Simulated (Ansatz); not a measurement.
## Neighbourhoods of single atoms in twisted 2H-MoSe2/1T-TaS2 bilayer, 21.79° (42 atoms)

The cell holds 42 atoms: 7 Mo, 14 Se, 7 Ta and 14 S. Cell: a = 8.797 Å, b = 8.797 Å, c = 21.570 Å, α = 90.0°, β = 90.0°, γ = 120.0°. It derives from MoSe2 and TaS2. 2H-MoSe2 (a = 3.29 Å) under 1T-TaS2 (a = 3.36 Å), bilayer, commensurate cell of 7 unit cells a layer, twist 21.79 deg, both strained to the mean lattice constant; facing planes 3.17 Å apart; 12 Å of vacuum; layers as built, displaced by a Gaussian of 0.01 Å. Regions: layer 1, 21 atoms (7 Mo and 14 Se); layer 2, 21 atoms (7 Ta and 14 S). Vacuum lies along c.

Computed with Ansatz 0.2.0: Kohn-Sham DFT, PBE+D3(BJ), PAW (set soft_2), plane waves; cutoff 420 eV, k-mesh 2×2×1, gaussian smearing of 0.05 eV. Geometry: the geometry as built.

The whole cell was solved; only parts of it are printed.

A closer look about S26, which bears the longest force: 38 atoms, nearest first, numbered in the order of the input, with positions taken from that point.

| atom | x | y | z | distance (Å) | bonds | Löwdin charge (e) | Fx | Fy | Fz (eV/Å) |
| --- | --- | --- | --- | --- | --- | --- | --- | --- | --- |
| S26 | 0.00 | 0.00 | 0.00 | 0.00 | 3 | -0.18 | 0.01 | -0.03 | 0.71 |
| Ta25 | -1.25 | -1.44 | -1.51 | 2.43 | 6 | 0.59 | -0.10 | 0.11 | -0.40 |
| Ta28 | -0.64 | 1.81 | -1.51 | 2.44 | 6 | 0.58 | -0.09 | -0.18 | -0.22 |
| Ta34 | 1.88 | -0.37 | -1.52 | 2.45 | 6 | 0.57 | 0.15 | -0.21 | -0.04 |
| S38 | -0.64 | -3.26 | 0.02 | 3.32 | 3 | -0.19 | 0.08 | -0.12 | 0.50 |
| S41 | -2.51 | 2.17 | 0.02 | 3.32 | 3 | -0.19 | -0.04 | 0.04 | 0.42 |
| S35 | 3.14 | 1.09 | 0.01 | 3.32 | 3 | -0.19 | -0.07 | -0.06 | 0.52 |
| S29 | 0.63 | 3.26 | 0.00 | 3.33 | 3 | -0.19 | -0.10 | -0.04 | 0.45 |
| S23 | 2.51 | -2.19 | 0.02 | 3.33 | 3 | -0.19 | -0.03 | 0.13 | 0.51 |
| S32 | -3.16 | -1.11 | 0.02 | 3.35 | 3 | -0.20 | 0.06 | 0.17 | 0.27 |
| S30 | 1.25 | 1.44 | -3.03 | 3.58 | 3 | -0.20 | -0.03 | 0.11 | -0.34 |
| S27 | 0.61 | -1.82 | -3.04 | 3.60 | 3 | -0.19 | 0.04 | -0.14 | -0.19 |
| S42 | -1.90 | 0.37 | -3.05 | 3.61 | 3 | -0.20 | 0.13 | 0.02 | -0.15 |
| Ta22 | 1.26 | -3.63 | -1.50 | 4.12 | 6 | 0.57 | -0.18 | -0.10 | -0.33 |
| Ta37 | 2.51 | 2.91 | -1.51 | 4.13 | 6 | 0.60 | 0.23 | 0.26 | -0.35 |
| Ta40 | -3.78 | 0.73 | -1.52 | 4.14 | 6 | 0.58 | 0.04 | 0.07 | -0.16 |
| S36 | 3.76 | -0.73 | -3.03 | 4.88 | 3 | -0.19 | 0.14 | -0.04 | -0.60 |
| S24 | -1.25 | 3.62 | -3.04 | 4.89 | 3 | -0.21 | -0.13 | 0.08 | -0.41 |
| S33 | -2.52 | -2.90 | -3.04 | 4.90 | 3 | -0.21 | -0.08 | 0.06 | 0.00 |
| Ta31 | 4.38 | -2.53 | -1.51 | 5.28 | 6 | 0.59 | -0.17 | -0.11 | -0.18 |
| Ta40 | 5.02 | 0.73 | -1.52 | 5.29 | 6 | 0.58 | 0.04 | 0.07 | -0.16 |
| Ta37 | -1.88 | -4.71 | -1.51 | 5.30 | 6 | 0.60 | 0.23 | 0.26 | -0.35 |
| Ta22 | -3.14 | 3.99 | -1.50 | 5.30 | 6 | 0.57 | -0.18 | -0.10 | -0.33 |
| Ta31 | -0.02 | 5.08 | -1.51 | 5.30 | 6 | 0.59 | -0.17 | -0.11 | -0.18 |
| Ta31 | -4.42 | -2.53 | -1.51 | 5.32 | 6 | 0.59 | -0.17 | -0.11 | -0.18 |
| S32 | 5.64 | -1.11 | 0.02 | 5.75 | 3 | -0.20 | 0.06 | 0.17 | 0.27 |
| S23 | -1.89 | 5.43 | 0.02 | 5.75 | 3 | -0.19 | -0.03 | 0.13 | 0.51 |
| S29 | -3.77 | -4.35 | 0.00 | 5.76 | 3 | -0.19 | -0.10 | -0.04 | 0.45 |
| S38 | 3.76 | 4.36 | 0.02 | 5.76 | 3 | -0.19 | 0.08 | -0.12 | 0.50 |
| S35 | -5.66 | 1.09 | 0.01 | 5.77 | 3 | -0.19 | -0.07 | -0.06 | 0.52 |
| S41 | 1.89 | -5.45 | 0.02 | 5.77 | 3 | -0.19 | -0.04 | 0.04 | 0.42 |
| S39 | 4.38 | 2.54 | -3.06 | 5.91 | 3 | -0.21 | 0.14 | -0.01 | -0.19 |
| S33 | 1.88 | 4.72 | -3.04 | 5.92 | 3 | -0.21 | -0.08 | 0.06 | 0.00 |
| S36 | -5.04 | -0.73 | -3.03 | 5.93 | 3 | -0.19 | 0.14 | -0.04 | -0.60 |
| S39 | -0.02 | -5.08 | -3.06 | 5.93 | 3 | -0.21 | 0.14 | -0.01 | -0.19 |
| S24 | 3.15 | -4.00 | -3.04 | 5.93 | 3 | -0.21 | -0.13 | 0.08 | -0.41 |
| S39 | -4.42 | 2.54 | -3.06 | 5.95 | 3 | -0.21 | 0.14 | -0.01 | -0.19 |
| Se2 | 0.63 | -1.08 | -6.21 | 6.33 | 3 | -0.04 | -0.04 | -0.10 | -0.40 |

The column of bonds counts only the pairs S-Ta within 2.88 Å, Se-Mo within 2.98 Å; other neighbours, such as metal atoms beside each other in a compound, aren't counted, and periodic images can show an atom twice.

Local excerpt of 50 atoms (numbers count through the whole input) about S36, picked at random; x, y, z are measured from there.

```csv
atom,x,y,z,distance (Å),bonds,Löwdin charge (e),Fx,Fy,Fz (eV/Å)
S36,0.00,0.00,0.00,0.00,3,-0.19,0.14,-0.04,-0.60
Ta34,-1.87,0.35,1.51,2.43,6,0.57,0.15,-0.21,-0.04
Ta31,0.62,-1.81,1.52,2.44,6,0.59,-0.17,-0.11,-0.18
Ta40,1.26,1.46,1.52,2.45,6,0.58,0.04,0.07,-0.16
S30,-2.50,2.17,0.00,3.31,3,-0.20,-0.03,0.11,-0.34
S39,0.62,3.26,-0.03,3.32,3,-0.21,0.14,-0.01,-0.19
S42,3.14,1.10,-0.01,3.32,3,-0.20,0.13,0.02,-0.15
S27,-3.14,-1.09,-0.01,3.33,3,-0.19,0.04,-0.14,-0.19
S33,2.52,-2.18,-0.01,3.33,3,-0.21,-0.08,0.06,0.00
S24,-0.61,-3.28,-0.01,3.33,3,-0.21,-0.13,0.08,-0.41
Se8,0.01,-1.45,-3.18,3.49,3,-0.03,-0.08,-0.19,0.01
S35,-0.62,1.82,3.04,3.60,3,-0.19,-0.07,-0.06,0.52
S32,1.88,-0.38,3.05,3.61,3,-0.20,0.06,0.17,0.27
S23,-1.24,-1.46,3.06,3.61,3,-0.19,-0.03,0.13,0.51
Se11,-0.61,1.79,-3.19,3.71,3,-0.03,-0.06,0.17,0.06
Ta22,-2.50,-2.90,1.53,4.12,6,0.57,-0.18,-0.10,-0.33
Se17,2.52,0.73,-3.19,4.13,3,-0.03,0.00,0.04,-0.08
Ta37,-1.24,3.63,1.53,4.13,6,0.60,0.23,0.26,-0.35
Ta25,3.79,-0.71,1.53,4.15,6,0.59,-0.10,0.11,-0.40
Se2,-3.13,-0.35,-3.18,4.47,3,-0.04,-0.04,-0.10,-0.40
S26,-3.76,0.73,3.03,4.88,3,-0.18,0.01,-0.03,0.71
S29,1.27,-3.63,3.04,4.90,3,-0.19,-0.10,-0.04,0.45
S41,2.53,2.89,3.05,4.91,3,-0.19,-0.04,0.04,0.42
Mo7,-1.23,-0.01,-4.85,5.00,6,0.26,-0.31,0.17,-0.05
Se14,3.14,-2.54,-3.17,5.13,3,-0.03,0.23,0.01,-0.33
Ta25,-5.01,-0.71,1.53,5.28,6,0.59,-0.10,0.11,-0.40
Ta28,-4.39,2.53,1.52,5.30,6,0.58,-0.09,-0.18,-0.22
Mo13,1.88,-1.08,-4.84,5.30,6,0.26,0.21,-0.23,-0.29
Ta28,4.40,2.53,1.52,5.30,6,0.58,-0.09,-0.18,-0.22
Ta28,0.00,-5.08,1.52,5.31,6,0.58,-0.09,-0.18,-0.22
Ta37,3.16,-3.99,1.53,5.31,6,0.60,0.23,0.26,-0.35
Ta22,1.90,4.72,1.53,5.31,6,0.57,-0.18,-0.10,-0.33
Se20,1.90,3.98,-3.17,5.43,3,-0.04,-0.12,0.15,-0.08
Se20,-2.50,-3.64,-3.17,5.44,3,-0.04,-0.12,0.15,-0.08
Mo16,1.26,2.18,-4.84,5.46,6,0.25,0.26,-0.03,0.05
Se5,-3.75,2.91,-3.19,5.72,3,-0.03,-0.04,-0.01,0.01
Se5,0.65,-4.71,-3.19,5.73,3,-0.03,-0.04,-0.01,0.01
S33,-1.88,5.44,-0.01,5.76,3,-0.21,-0.08,0.06,0.00
S27,5.65,-1.09,-0.01,5.76,3,-0.19,0.04,-0.14,-0.19
S24,3.79,4.34,-0.01,5.76,3,-0.21,-0.13,0.08,-0.41
S42,-5.66,1.10,-0.01,5.77,3,-0.20,0.13,0.02,-0.15
S39,-3.78,-4.36,-0.03,5.77,3,-0.21,0.14,-0.01,-0.19
S30,1.90,-5.45,0.00,5.77,3,-0.20,-0.03,0.11,-0.34
Mo4,-0.64,-3.28,-4.84,5.88,6,0.26,0.36,0.46,-0.19
S29,-3.12,3.99,3.04,5.91,3,-0.19,-0.10,-0.04,0.45
S38,-4.39,-2.53,3.05,5.92,3,-0.19,0.08,-0.12,0.50
S38,4.40,-2.53,3.05,5.92,3,-0.19,0.08,-0.12,0.50
S41,-1.87,-4.72,3.05,5.93,3,-0.19,-0.04,0.04,0.42
S26,5.04,0.73,3.03,5.93,3,-0.18,0.01,-0.03,0.71
S38,0.00,5.09,3.05,5.93,3,-0.19,0.08,-0.12,0.50
```

The column of bonds counts only the pairs S-Ta within 2.88 Å, Se-Mo within 2.98 Å; other neighbours, such as metal atoms beside each other in a compound, aren't counted, and periodic images can show an atom twice.

Length of the force by element:

| element | coordination | atoms | mean length of the force (eV/Å) | spread | least | most |
| --- | --- | --- | --- | --- | --- | --- |
| Mo | all | 7 | 0.384 | 0.136 | 0.149 | 0.612 |
| S | all | 14 | 0.406 | 0.165 | 0.1 | 0.707 |
| Se | all | 14 | 0.248 | 0.118 | 0.0434 | 0.419 |
| Ta | all | 7 | 0.329 | 0.102 | 0.174 | 0.490 |

Löwdin charges by element (they lack the spilled electrons, 0.062 e an atom on average):

```
element  coordination  atoms  mean charge (e)  spread    least     most
     Mo           all      7            0.258  0.0033    0.251    0.262
      S           all     14           -0.196  0.0086   -0.212   -0.184
     Se           all     14          -0.0393  0.0066  -0.0496  -0.0277
     Ta           all      7            0.583  0.0083    0.570    0.597
```

The slab bears a dipole and has periodic images along its normal, so a spurious field crosses the vacuum. The electron count is odd and the run has no spin polarisation. The Löwdin charges lack the electrons that the projection spills, 0.062 e an atom on average.

[Logs are printed without paths, hosts, clocks, repeated set-up lines and the standing remarks that a program may print on its own settings, such as how far it seeks lower states.]

[Hosts, paths, dates, database ids (printed as entryN), source tags and the programs' standing remarks are cut or masked in the printed files.]
